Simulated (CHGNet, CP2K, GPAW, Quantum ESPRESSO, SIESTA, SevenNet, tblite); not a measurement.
**CP2K runs on Sn(100)/C(100) interface (94 atoms)**

Wanted: CP2K inputs and outputs for Sn(100)/C(100) interface (94 atoms), checked against a plane-wave reference.

Main program and level: CP2K 2026.2; the method is named at each step.

## Step 1: Set-up

The cell holds 94 atoms: 16 Sn and 78 C. Cell: a = 9.094 Å, b = 9.094 Å, c = 23.441 Å, α = 90.0°, β = 90.0°, γ = 90.0°. Diamond-structure Sn(100), 2 repeat layers, 4 surface cells, strained -0.90 and -0.90 %; diamond-structure C(100), 3 layers, 13 cells, -0.00 and -0.00 %; outer planes 2.08 Å apart, 12 Å of vacuum above; not relaxed, displaced by a Gaussian of 0.02 Å. Then every atom was moved at random, 0.03 Å r.m.s. a Cartesian component. Regions: Sn, 16 atoms (16 Sn); C, 78 atoms (78 C). Vacuum lies along c.

The yardstick, on the same geometry:

* method: Kohn-Sham DFT, PBE, SSSP efficiency 1.3.0 pseudopotentials, plane waves (Quantum ESPRESSO 7.5); sssp-pbe-1.3.0-efficiency, cutoffs 45/360 Ry, Γ point
* r.m.s. force component: 1.493 eV/Å
* longest force: 5.663 eV/Å
* time: 8.7 min on 4 MPI ranks of Arm Neoverse V2, shared host
* CPU time: 35 min

## Step 2: PBE, DZVP-MOLOPT-SR, 450/50 Ry, diagonalisation

Method: Kohn-Sham DFT, PBE, GTH-PBE pseudopotentials, Gaussian and plane waves, DZVP-MOLOPT-SR-GTH, diagonalisation.

input.inp reads:

```
&GLOBAL
  PROJECT cell
  RUN_TYPE ENERGY_FORCE
  PRINT_LEVEL LOW
&END GLOBAL
&FORCE_EVAL
  METHOD QS
  &DFT
    BASIS_SET_FILE_NAME BASIS_MOLOPT
    POTENTIAL_FILE_NAME GTH_POTENTIALS
    &MGRID
      CUTOFF 450
      REL_CUTOFF 50
    &END MGRID
    &QS
      EPS_DEFAULT 1.0E-12
    &END QS
    &SCF
      SCF_GUESS ATOMIC
      EPS_SCF 5.0E-06
      MAX_SCF 200
      ADDED_MOS 42
      &DIAGONALIZATION
        ALGORITHM STANDARD
      &END DIAGONALIZATION
      &SMEAR ON
        METHOD FERMI_DIRAC
        ELECTRONIC_TEMPERATURE [K] 580
      &END SMEAR
      &MIXING
        METHOD BROYDEN_MIXING
        ALPHA 0.2
        NBROYDEN 12
        BETA 0.05
      &END MIXING
      &PRINT
        &RESTART OFF
        &END RESTART
      &END PRINT
    &END SCF
    &XC
      &XC_FUNCTIONAL PBE
      &END XC_FUNCTIONAL
    &END XC
    &PRINT
      &MULLIKEN ON
      &END MULLIKEN
      &HIRSHFELD ON
        SHAPE_FUNCTION DENSITY
      &END HIRSHFELD
      &MO ON
        EIGENVALUES T
        OCCUPATION_NUMBERS T
        MO_INDEX_RANGE 177 200
        &EACH
          QS_SCF 0
        &END EACH
        ADD_LAST NUMERIC
      &END MO
    &END PRINT
  &END DFT
  &SUBSYS
    &CELL
      A 9.09410 0.00000 0.00000
      B 0.00000 9.09410 0.00000
      C 0.00000 0.00000 23.44054
    &END CELL
    &COORD
      Sn 0.03556 9.05054 6.03477
      Sn 2.31945 0.04329 7.57036
      Sn 2.26052 2.33282 9.26159
      Sn 0.05757 2.28980 10.88461
      Sn 0.00546 4.51877 5.93796
      Sn 2.26461 4.52923 7.66295
      Sn 2.31090 6.83603 9.31035
      Sn 0.02610 6.84204 10.92939
      Sn 4.58879 0.04165 6.01906
      Sn 6.84104 9.08373 7.64748
      Sn 6.88360 2.27671 9.34012
      Sn 4.65054 2.30608 10.90571
      Sn 4.48667 4.57615 5.98906
      Sn 6.87296 4.52650 7.52230
      Sn 6.83585 6.79748 9.28316
      Sn 4.58352 6.83513 10.93782
      C 7.19016 8.02300 13.00176
      C 4.40527 7.68188 13.92673
      C 5.35906 8.43978 14.73238
      C 6.17153 7.36513 15.64539
      C 5.05032 6.65415 16.61981
      C 6.47218 0.02428 17.44023
      C 5.15172 6.63951 13.00950
      C 2.25697 6.24274 13.78890
      C 3.28152 7.03847 14.76098
      C 3.98558 5.95927 15.61679
      C 2.99360 5.30322 16.63059
      C 4.36644 7.69343 17.43226
      C 7.86240 2.41448 12.94129
      C 5.09261 2.08710 13.90657
      C 6.13106 2.75606 14.79942
      C 6.83021 1.78781 15.64492
      C 5.79649 1.02218 16.50026
      C 7.12823 3.50114 17.43742
      C 5.74101 1.07392 12.97035
      C 2.92939 0.72598 13.86039
      C 3.98112 1.46806 14.81747
      C 4.68383 0.39432 15.71712
      C 3.66756 8.75680 16.54574
      C 5.09615 2.07527 17.46320
      C 3.71421 8.76589 12.95254
      C 0.88349 8.41095 13.80742
      C 1.97278 9.06491 14.69628
      C 2.60755 8.02209 15.66133
      C 1.60256 7.39459 16.56730
      C 2.97213 0.66651 17.42335
      C 1.57155 7.31966 12.99919
      C 7.88759 7.00964 13.83250
      C 8.92004 7.66514 14.75043
      C 0.48790 6.70808 15.63718
      C 8.62912 5.92708 16.59496
      C 0.89095 8.41150 17.52016
      C 8.62257 5.96036 12.92324
      C 5.78721 5.59233 13.91266
      C 6.81475 6.29257 14.80575
      C 7.51027 5.22201 15.65101
[... 34 atom lines left out ...]
      C 8.19588 4.23594 14.78325
      C 8.92431 3.12482 15.63789
      C 7.87613 2.44577 16.57832
      C 0.17606 4.89490 17.37835
    &END COORD
    &KIND Sn
      BASIS_SET DZVP-MOLOPT-SR-GTH-q4
      POTENTIAL GTH-PBE-q4
    &END KIND
    &KIND C
      BASIS_SET DZVP-MOLOPT-SR-GTH-q4
      POTENTIAL GTH-PBE-q4
    &END KIND
  &END SUBSYS
  &PRINT
    &FORCES ON
    &END FORCES
  &END PRINT
&END FORCE_EVAL
```

Command:

```
$ OMP_NUM_THREADS=1 mpirun -np 4 cp2k.psmp -i input.inp > output.txt
```

Numbers of over 12 decimals in the logs are rounded to 6 here.

Log:

```text
CP2K| version string:                                       CP2K version 2026.2
 CP2K| Input file name                                                 input.inp
 GLOBAL| Basis set file name                                        BASIS_MOLOPT
 GLOBAL| Potential file name                                      GTH_POTENTIALS
 GLOBAL| Run type                                                   ENERGY_FORCE
 GLOBAL| Total number of message passing processes                             4
 GLOBAL| Number of threads for this process                                    1
 TOTAL NUMBERS AND MAXIMUM NUMBERS
  Total number of            - Atomic kinds:                                   2
                             - Atoms:                                         94
                             - Shell sets:                                    94
                             - Shells:                                       470
                             - Primitive Cartesian functions:                470
                             - Cartesian basis functions:                   1316
                             - Spherical basis functions:                   1222
  Maximum angular momentum of- Orbital basis functions:                        2
                             - Local part of the GTH pseudopotential:          2
                             - Non-local part of the GTH pseudopotential:      4
 SCF PARAMETERS         Density guess:                                    ATOMIC
                        max_scf:                                             200
                        eps_scf:                                        5.00E-06
                        added MOs                                        42    0
                        Mixing method:                            BROYDEN_MIXING
                                                charge density mixing in g-space
                        Smear method:                                FERMI_DIRAC
                        Electronic temperature [K]:                        580.0
                        Electronic temperature [a.u.]:                  1.84E-03
                        Accuracy threshold:                             1.00E-10
 Extrapolation method: initial_guess
 Number of electrons:                                                        376
 Number of occupied orbitals:                                                188
 Number of molecular orbitals:                                               230
 Number of orbital functions:                                               1222
 Number of independent orbital functions:                                   1222
 SCF WAVEFUNCTION OPTIMIZATION
  Step     Update method      Time    Convergence         Total energy    Change
     1 NoMix/Diag. 0.20E+00    3.0     0.92481235      -497.1035587331 -4.97E+02
     2 Broy./Diag. 0.20E+00    4.0     1.15990114      -486.2070791158  1.09E+01
     3 Broy./Diag. 0.20E+00    4.1     1.15220437      -503.6872871974 -1.75E+01
     4 Broy./Diag. 0.20E+00    4.0     0.45585496      -487.4146696137  1.63E+01
[...]
30 Broy./Diag. 0.20E+00    4.0     0.00000823      -496.3149458984  1.09E-05
    31 Broy./Diag. 0.20E+00    4.0     0.00000366      -496.3149076407  3.83E-05
  *** SCF run converged in    31 steps ***
  Electronic density on regular grids:       -376.0000000000        0.0000000000
  Core density on regular grids:              375.9999999994       -0.0000000006
  Total charge density on r-space grids:       -0.0000000006
  Total charge density g-space grids:          -0.0000000006
  Overlap energy of the core charge distribution:               1.57608e-06
  Self energy of the core charge distribution:              -1159.496348
  Core Hamiltonian energy:                                    344.000967
  Hartree energy:                                             469.967418
  Exchange-correlation energy:                               -150.772982
  Electronic entropic energy:                                  -0.013964
  Fermi energy:                                                 0.021914
  Total energy:                                              -496.314908
  Total energy (extrapolated to T->0):                       -496.307926
 MO| EIGENVALUES AND OCCUPATION NUMBERS
 MO|
 MO|  Index      Eigenvalue [a.u.]        Eigenvalue [eV]             Occupation
 MO|    177              -0.002886              -0.078541               1.999997
 MO|    178              -0.000982              -0.026717               1.999992
 MO|    179               0.002560               0.069659               1.999947
[...]
MO|    199               0.061711               1.679238               0.000000
 MO|    200               0.067807               1.845124               0.000000
 MO| Sum:                                                             376.000000
 MO| E(Fermi):            0.021914 a.u.          0.596301 eV
 !-----------------------------------------------------------------------------!
                     Mulliken Population Analysis
 #  Atom  Element  Kind  Atomic population                           Net charge
       1     Sn       1          3.903154                              0.096846
       2     Sn       1          4.096845                             -0.096845
       3     Sn       1          3.971667                              0.028333
[...]
93     C        2          4.111086                             -0.111086
      94     C        2          3.895974                              0.104026
 # Total charge                            376.000000                  0.000000
 !-----------------------------------------------------------------------------!
 !-----------------------------------------------------------------------------!
                           Hirshfeld Charges
  #Atom  Element  Kind  Ref Charge     Population                    Net charge
      1       Sn     1       4.000          3.939                         0.061
      2       Sn     1       4.000          4.064                        -0.064
      3       Sn     1       4.000          3.975                         0.025
[...]
93       C      2       4.000          4.025                        -0.025
     94       C      2       4.000          3.987                         0.013
  Total Charge                                                           -0.000
 !-----------------------------------------------------------------------------!
 ENERGY| Total FORCE_EVAL ( QS ) energy [hartree]           -496.314848
 FORCES| Atomic forces [hartree/bohr]
 FORCES|   Atom     x               y               z               |f|
 FORCES|      1 -4.46940476E-03 -1.23880962E-03 -1.95858522E-02   2.01274895E-02
 FORCES|      2 -7.17833752E-04 -4.94573163E-04  2.22352809E-02   2.22523618E-02
 FORCES|      3  1.73661755E-02 -1.33768509E-02 -7.48427093E-03   2.31633008E-02
[...]
FORCES|     93 -5.71023284E-03  1.24164760E-02  2.98053049E-02   3.27892030E-02
 FORCES|     94  1.71040213E-02 -1.03931233E-02 -8.72701896E-03   2.18340426E-02
 FORCES| Sum    -9.87045408E-06  1.37165273E-05 -1.11227183E-04
 FORCES| Total atomic force                                       1.12503579E-04
```

It took 2.2 min on 4 MPI ranks of Arm Neoverse V2, shared host; peak memory 4.9 GiB.

Banners, paths, timers and routine set-up lines are dropped from the logs unmarked, and long logs keep their key lines alone; longer cuts are marked.

Against the reference:

```
r.m.s. force component                  : 1.532 eV/Å
r.m.s. difference of force components   : 54.39 meV/Å
longest difference of force vectors     : 202.4 meV/Å
force difference over r.m.s. force      : 3.643 %
slope of forces against the reference's : 1.026
correlation of force components         : 0.9997
```

Length of the force difference by element (eV/Å):

```
element  atoms   mean  most
      C     78  0.087  0.19
     Sn     16  0.059  0.20
```

The surroundings of C78, which bears the longest force, nearest first, numbered as they follow in the input and with coordinates relative to it.

```
atom      x      y      z  distance (Å)  bonds  Hirshfeld charge (e)     Fx     Fy  Fz (eV/Å)
 C78   0.00   0.00   0.00          0.00      4                 -0.02   2.07  -0.43      -5.46
 C19  -1.04  -0.68   0.80          1.48      4                  0.00   1.50  -0.81       3.52
 C79   1.10   0.69   0.76          1.50      4                  0.02   0.93  -0.37       2.40
 C35  -0.66   1.04  -0.96          1.57      3                 -0.05  -0.46   0.01       1.73
 C17   0.79  -1.10  -0.93          1.65      2                 -0.05  -1.13   0.86       1.41
 C30  -1.30   2.06  -0.03          2.44      4                 -0.03  -1.86   0.87      -2.20
 C18  -1.99  -1.44  -0.01          2.46      4                 -0.03  -1.73   0.71      -4.12
 C20  -0.23  -1.76   1.71          2.46      4                  0.01  -2.16   0.14      -0.04
 C32   0.43   1.76   1.71          2.49      4                  0.00   0.67  -2.39       0.22
 C38  -1.71   0.37   1.78          2.50      4                  0.01   0.45  -0.99      -2.89
 C80   1.89  -0.43   1.64          2.54      4                  0.01  -1.97   3.34       1.21
 C48   1.49  -2.11  -0.10          2.59      4                 -0.03  -0.15  -1.44      -1.02
 C72   2.20   1.36  -0.12          2.59      4                 -0.04  -1.42   0.77       0.36
```

Forces lie 3.6 % from the reference's, at 0.26 times its CPU time.

## Step 3: PBEsol, PBE potentials, DZVP-MOLOPT-SR, 450/50 Ry, diagonalisation

Method: Kohn-Sham DFT, PBEsol, GTH-PBE pseudopotentials, Gaussian and plane waves, DZVP-MOLOPT-SR-GTH, diagonalisation.

input.inp: that of step 2 with these lines changed.

```diff
@@ -41,3 +41,6 @@
     &XC
-      &XC_FUNCTIONAL PBE
+      &XC_FUNCTIONAL
+        &PBE
+          PARAMETRIZATION PBESOL
+        &END PBE
       &END XC_FUNCTIONAL
@@ -67,5 +70,6 @@
     &END CELL
-    &COORD
-[... 94 atom lines left out: the same atoms as in the first run ...]
-    &END COORD
+    &TOPOLOGY
+      COORD_FILE_NAME structure.xyz
+      COORD_FILE_FORMAT XYZ
+    &END TOPOLOGY
     &KIND Sn
```

structure.xyz reads:

```xyz
94

Sn 0.03556 9.05054 6.03477
Sn 2.31945 0.04329 7.57036
Sn 2.26052 2.33282 9.26159
Sn 0.05757 2.28980 10.88461
Sn 0.00546 4.51877 5.93796
Sn 2.26461 4.52923 7.66295
Sn 2.31090 6.83603 9.31035
Sn 0.02610 6.84204 10.92939
Sn 4.58879 0.04165 6.01906
Sn 6.84104 9.08373 7.64748
Sn 6.88360 2.27671 9.34012
Sn 4.65054 2.30608 10.90571
Sn 4.48667 4.57615 5.98906
Sn 6.87296 4.52650 7.52230
Sn 6.83585 6.79748 9.28316
Sn 4.58352 6.83513 10.93782
C 7.19016 8.02300 13.00176
C 4.40527 7.68188 13.92673
C 5.35906 8.43978 14.73238
C 6.17153 7.36513 15.64539
[... 70 atom lines left out ...]
C 8.19588 4.23594 14.78325
C 8.92431 3.12482 15.63789
C 7.87613 2.44577 16.57832
C 0.17606 4.89490 17.37835
```

Log:

```text
CP2K| version string:                                       CP2K version 2026.2
 CP2K| Input file name                                                 input.inp
 GLOBAL| Basis set file name                                        BASIS_MOLOPT
 GLOBAL| Potential file name                                      GTH_POTENTIALS
 GLOBAL| Run type                                                   ENERGY_FORCE
 GLOBAL| Total number of message passing processes                             4
 GLOBAL| Number of threads for this process                                    1
 TOTAL NUMBERS AND MAXIMUM NUMBERS
  Total number of            - Atomic kinds:                                   2
                             - Atoms:                                         94
[... lines left out ...]
                        Smear method:                                FERMI_DIRAC
[... lines left out ...]
 Number of electrons:                                                        376
[... lines left out ...]
  Step     Update method      Time    Convergence         Total energy    Change
[... lines left out ...]
  *** SCF run converged in    30 steps ***
[... lines left out ...]
  Fermi energy:                                                 0.022277
  Total energy:                                              -495.166881
  Total energy (extrapolated to T->0):                       -495.159913
[... lines left out ...]
 MO| E(Fermi):            0.022277 a.u.          0.606175 eV
[... lines left out ...]
       2     Sn       1          4.096582                             -0.096582
       3     Sn       1          3.977816                              0.022184
[...]
93     C        2          4.118816                             -0.118816
      94     C        2          3.887636                              0.112364
 # Total charge                            376.000000                  0.000000
 !-----------------------------------------------------------------------------!
 !-----------------------------------------------------------------------------!
                           Hirshfeld Charges
  #Atom  Element  Kind  Ref Charge     Population                    Net charge
      1       Sn     1       4.000          3.940                         0.060
      2       Sn     1       4.000          4.064                        -0.064
      3       Sn     1       4.000          3.975                         0.025
[...]
93       C      2       4.000          4.027                        -0.027
     94       C      2       4.000          3.986                         0.014
  Total Charge                                                           -0.000
 !-----------------------------------------------------------------------------!
 ENERGY| Total FORCE_EVAL ( QS ) energy [hartree]           -495.166813
 FORCES| Atomic forces [hartree/bohr]
 FORCES|   Atom     x               y               z               |f|
 FORCES|      1 -4.49786421E-03 -1.34271297E-03 -1.89413601E-02   1.95143225E-02
 FORCES|      2 -6.20429012E-04 -5.19829638E-04  2.31015896E-02   2.31157651E-02
 FORCES|      3  1.73747581E-02 -1.33580274E-02 -8.22176161E-03   2.34076158E-02
[...]
FORCES|     93 -5.75235360E-03  1.26090515E-02  2.97412749E-02   3.28119062E-02
 FORCES|     94  1.76186743E-02 -1.05973071E-02 -1.03545445E-02   2.30203647E-02
 FORCES| Sum     1.18242079E-04 -2.68898288E-04 -7.35361850E-04
 FORCES| Total atomic force                                       7.91861433E-04
```

The job ended after 2.2 min (4 MPI ranks; peak memory 4.8 GiB; 8.6 min of CPU time).

Against the reference:

| Quantity | Value |
| --- | --- |
| r.m.s. force component | 1.55 eV/Å |
| r.m.s. difference of force components | 74.45 meV/Å |
| longest difference of force vectors | 296.9 meV/Å |
| force difference over r.m.s. force | 4.987 % |
| slope of forces against the reference's | 1.038 |
| correlation of force components | 0.9995 |

Against the first run (3.6 %), the force difference from the reference is 5.0 %, at 0.96 times the CPU time; the model has changed, so this is no error of the program alone.

The difference per atom is largest on C (0.13 eV/Å on average, against 0.035 on Sn).

(Continued in part 2 of 2.)

[Also dropped from logs without a mark: logging warnings of Python, and SIESTA's first energy breakdown and zero terms.]

[Logs are printed without paths, hosts, clocks, repeated set-up lines and the standing remarks that a program may print on its own settings, such as how far it seeks lower states.]

[Hosts, paths, dates, database ids (printed as entryN), source tags and the programs' standing remarks are cut or masked in the printed files.]
